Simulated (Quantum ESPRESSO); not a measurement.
## As2Pt (Sperrylite): spin-resolved density of states

Where do the states of the two spins of As2Pt (Sperrylite) lie?

Main program and level: Quantum ESPRESSO 7.5; PBEsol; plane waves with GBRV 1.5 PBEsol potentials, no spin-orbit coupling.

## Step 1: Starting point

Symmetry: Pa-3, No. 205, cubic system. The conventional cell has a = 5.966 Å, b = 5.966 Å, c = 5.966 Å, α = 90.00°, β = 90.00°, γ = 90.00°. Nearest to As lie 1 As at 2.42 Å and 3 Pt at 2.49 Å. Pt has 6 As at 2.49 Å nearest. Farther neighbours are not listed.

The cell comes from the Crystallography Open Database.

## Step 2: Ground-state run

This state came out lowest in a comparison of starts that is told elsewhere.

The input, pw.in:

```
&CONTROL
  calculation = 'scf'
  prefix = 'pwscf'
  outdir = './tmp'
  pseudo_dir = './pseudo'
  disk_io = 'low'
/
&SYSTEM
  ibrav = 0
  celldm(1) = 8
  nat = 12
  ntyp = 3
  ecutwfc = 40
  ecutrho = 280
  nbnd = 72
  occupations = 'smearing'
  smearing = 'fd'
  degauss = 0.00734986
  nspin = 2
  starting_magnetization(1) = 0
  starting_magnetization(2) = 0.0375
  starting_magnetization(3) = -0.0375
/
&ELECTRONS
  conv_thr = 2.4d-08
  electron_maxstep = 150
  mixing_beta = 0.3
/
ATOMIC_SPECIES
As     74.9216 as_pbesol_v1.uspp.F.UPF
Pt1   195.0840 pt_pbesol_v1.4.uspp.F.UPF
Pt2   195.0840 pt_pbesol_v1.4.uspp.F.UPF
CELL_PARAMETERS alat
   1.4093813653225    0.0000000000000    0.0000000000000
   0.0000000000000    1.4093813653225    0.0000000000000
   0.0000000000000    0.0000000000000    1.4093813653225
ATOMIC_POSITIONS crystal
As      0.3830000000    0.3830000000    0.3830000000
As      0.1170000000    0.6170000000    0.8830000000
As      0.8830000000    0.1170000000    0.6170000000
As      0.6170000000    0.8830000000    0.1170000000
As      0.6170000000    0.6170000000    0.6170000000
As      0.8830000000    0.3830000000    0.1170000000
As      0.1170000000    0.8830000000    0.3830000000
As      0.3830000000    0.1170000000    0.8830000000
Pt1     0.0000000000    0.0000000000    0.0000000000
Pt1     0.5000000000    0.0000000000    0.5000000000
Pt2     0.5000000000    0.5000000000    0.0000000000
Pt2     0.0000000000    0.5000000000    0.5000000000
K_POINTS automatic
4 4 4 0 0 0
```

On the command line:

```sh
> OMP_NUM_THREADS=1 mpirun -n 4 pw.x -nk 4 -in pw.in > pw.out
```

The program printed:

```text
Program PWSCF v.7.5 starts

     Message from routine setup:
     using ibrav=0 with symmetry is DISCOURAGED, use correct ibrav instead

     K-points division:     npool     =       4
     Subspace diagonalization in iterative solution of the eigenvalue problem:

     bravais-lattice index     =            0
     lattice parameter (alat)  =       8.0000  a.u.
     unit-cell volume          =    1433.3608 (a.u.)^3
     number of atoms/cell      =           12
     number of atomic types    =            3
     number of electrons       =       104.00
     number of Kohn-Sham states=           72
     kinetic-energy cutoff     =      40.0000  Ry
     charge density cutoff     =     280.0000  Ry
     scf convergence threshold =      2.4E-08
     mixing beta               =       0.3000
     number of iterations used =            8  plain     mixing
     Exchange-correlation= SLA  PW   PSX  PSC
                           (   1   4  10   8   0   0   0)

     celldm(1)=   8.000000  celldm(2)=   0.000000  celldm(3)=   0.000000
     celldm(4)=   0.000000  celldm(5)=   0.000000  celldm(6)=   0.000000

     crystal axes: (cart. coord. in units of alat)
               a(1) = (   1.409381   0.000000   0.000000 )
               a(2) = (   0.000000   1.409381   0.000000 )
               a(3) = (   0.000000   0.000000   1.409381 )

     reciprocal axes: (cart. coord. in units 2 pi/alat)
               b(1) = (  0.709531  0.000000  0.000000 )
               b(2) = (  0.000000  0.709531  0.000000 )
               b(3) = (  0.000000  0.000000  0.709531 )

     PseudoPot. # 1 for As read from file:
     as_pbesol_v1.uspp.F.UPF
     Pseudo is Ultrasoft + core correction, Zval =  5.0

     PseudoPot. # 2 for Pt read from file:
     pt_pbesol_v1.4.uspp.F.UPF
     Pseudo is Ultrasoft + core correction, Zval = 16.0

     PseudoPot. # 3 for Pt read from file:
     pt_pbesol_v1.4.uspp.F.UPF
     Pseudo is Ultrasoft + core correction, Zval = 16.0

     atomic species   valence    mass     pseudopotential
     As                5.00    74.92160     As( 1.00)
     Pt1              16.00   195.08400     Pt( 1.00)
     Pt2              16.00   195.08400     Pt( 1.00)

     Starting magnetic structure
     atomic species   magnetization
     As              0.000
     Pt1             0.037
     Pt2            -0.037

      4 Sym. Ops., with inversion, found ( 2 have fractional translation)

   Cartesian axes

     site n.     atom                  positions (alat units)
         1        As     tau(   1) = (   0.5397931   0.5397931   0.5397931  )
         2        As     tau(   2) = (   0.1648976   0.8695883   1.2444837  )
         3        As     tau(   3) = (   1.2444837   0.1648976   0.8695883  )
         4        As     tau(   4) = (   0.8695883   1.2444837   0.1648976  )
         5        As     tau(   5) = (   0.8695883   0.8695883   0.8695883  )
         6        As     tau(   6) = (   1.2444837   0.5397931   0.1648976  )
         7        As     tau(   7) = (   0.1648976   1.2444837   0.5397931  )
         8        As     tau(   8) = (   0.5397931   0.1648976   1.2444837  )
         9        Pt1    tau(   9) = (   0.0000000   0.0000000   0.0000000  )
        10        Pt1    tau(  10) = (   0.7046907   0.0000000   0.7046907  )
        11        Pt2    tau(  11) = (   0.7046907   0.7046907   0.0000000  )
        12        Pt2    tau(  12) = (   0.0000000   0.7046907   0.7046907  )

     number of k points=    30  Fermi-Dirac smearing, width (Ry)=  0.0073
                       cart. coord. in units 2pi/alat
        k(    1) = (   0.0000000   0.0000000   0.0000000), wk =   0.0156250
        k(    2) = (   0.0000000   0.0000000   0.1773828), wk =   0.0312500
        k(    3) = (   0.0000000   0.0000000  -0.3547656), wk =   0.0156250
        k(    4) = (   0.0000000   0.1773828   0.1773828), wk =   0.0625000
        k(    5) = (   0.0000000   0.1773828  -0.3547656), wk =   0.0312500
        [... 25 further k-points ...]

     Dense  grid:   113369 G-vectors     FFT dimensions: (  64,  64,  64)

     Smooth grid:    49029 G-vectors     FFT dimensions: (  48,  45,  48)

     Generating pointlists ...
     new r_m :   0.2356 (alat units)  1.8850 (a.u.) for type    1
     new r_m :   0.2426 (alat units)  1.9404 (a.u.) for type    2
     new r_m :   0.2426 (alat units)  1.9404 (a.u.) for type    3

     Initial potential from superposition of free atoms

     starting charge     101.9981, renormalised to     104.0000

     negative rho (up, down):  3.618E-01 3.618E-01
     Starting wfcs are   80 randomized atomic wfcs

     Self-consistent Calculation

     iteration #  1     ecut=    40.00 Ry     beta= 0.30
     Davidson diagonalization with overlap
     ethr =  1.00E-02,  avg # of iterations =  5.1

     negative rho (up, down):  3.440E-01 3.440E-01

     total energy              =   -1160.09814834 Ry
     estimated scf accuracy    <       9.43099974 Ry

     total magnetization       =     0.00 Bohr mag/cell
     absolute magnetization    =     0.61 Bohr mag/cell

     iteration #  2     ecut=    40.00 Ry     beta= 0.30
     Davidson diagonalization with overlap
     ethr =  9.07E-03,  avg # of iterations =  2.0

     negative rho (up, down):  3.443E-01 3.443E-01

     total energy              =   -1162.42573317 Ry
     estimated scf accuracy    <       1.07237176 Ry

     total magnetization       =     0.00 Bohr mag/cell
     absolute magnetization    =     0.27 Bohr mag/cell

     [... further iterations left out ...]

     iteration # 11     ecut=    40.00 Ry     beta= 0.30
     Davidson diagonalization with overlap
     ethr =  6.59E-10,  avg # of iterations =  2.0

     negative rho (up, down):  3.364E-01 3.364E-01

     total energy              =   -1162.53984032 Ry
     estimated scf accuracy    <       0.00000006 Ry

     total magnetization       =    -0.00 Bohr mag/cell
     absolute magnetization    =     0.00 Bohr mag/cell

     iteration # 12     ecut=    40.00 Ry     beta= 0.30
     Davidson diagonalization with overlap
     ethr =  5.67E-11,  avg # of iterations =  2.6

     negative rho (up, down):  3.364E-01 3.364E-01

     Magnetic moment per site  (integrated on atomic sphere of radius R)
     atom   1 (R=0.236)  charge=  2.6063  magn=  0.0000
     atom   2 (R=0.236)  charge=  2.6063  magn=  0.0000
     atom   3 (R=0.236)  charge=  2.6063  magn= -0.0000
     atom   4 (R=0.236)  charge=  2.6063  magn= -0.0000
     atom   5 (R=0.236)  charge=  2.6063  magn=  0.0000
     atom   6 (R=0.236)  charge=  2.6063  magn=  0.0000
     atom   7 (R=0.236)  charge=  2.6063  magn= -0.0000
     atom   8 (R=0.236)  charge=  2.6063  magn= -0.0000
     atom   9 (R=0.243)  charge= 13.1193  magn=  0.0000
     atom  10 (R=0.243)  charge= 13.1193  magn=  0.0000
     atom  11 (R=0.243)  charge= 13.1193  magn= -0.0000
     atom  12 (R=0.243)  charge= 13.1193  magn= -0.0000

     End of self-consistent calculation

     [... lines left out ...]
     the Fermi energy is    12.5060 ev

!    total energy              =   -1162.53984042 Ry
     estimated scf accuracy    <          8.6E-10 Ry
     smearing contrib. (-TS)   =      -0.00095496 Ry
     internal energy E=F+TS    =   -1162.53888546 Ry

     The total energy is F=E-TS. E is the sum of the following terms:
     one-electron contribution =    -267.48202371 Ry
     hartree contribution      =     195.66871341 Ry
     xc contribution           =    -477.44820563 Ry
     ewald contribution        =    -613.27736953 Ry

     total magnetization       =    -0.00 Bohr mag/cell
     absolute magnetization    =     0.00 Bohr mag/cell

     convergence has been achieved in  12 iterations

=------------------------------------------------------------------------------=
   JOB DONE.
=------------------------------------------------------------------------------=
```

The job ended after 3 min (4 MPI ranks of Arm Neoverse V2, shared host; peak memory 1.3 GiB; 12 min of CPU time).

The spin moment in the atom's sphere vanishes on all atoms.

Read from the output:

```
smearing term TS       : 0.01299 eV
magnetization          : 0 μB
absolute magnetization : 0 μB
final state            : non-magnetic
```

[end of part 1 of 2]

[Logs and program files are shortened in this print: banners, set-up blocks, solver, clock and traceback lines can be left out without a mark of their own.]

[Logs are printed without paths, hosts, clocks, repeated set-up lines and the standing remarks that a program may print on its own settings, such as how far it seeks lower states.]

[Hosts, paths, dates, database ids (printed as entryN), source tags and the programs' standing remarks are cut or masked in the printed files.]

[Where a cell is said to come from a database of computed structures, the database is the Materials Project.]
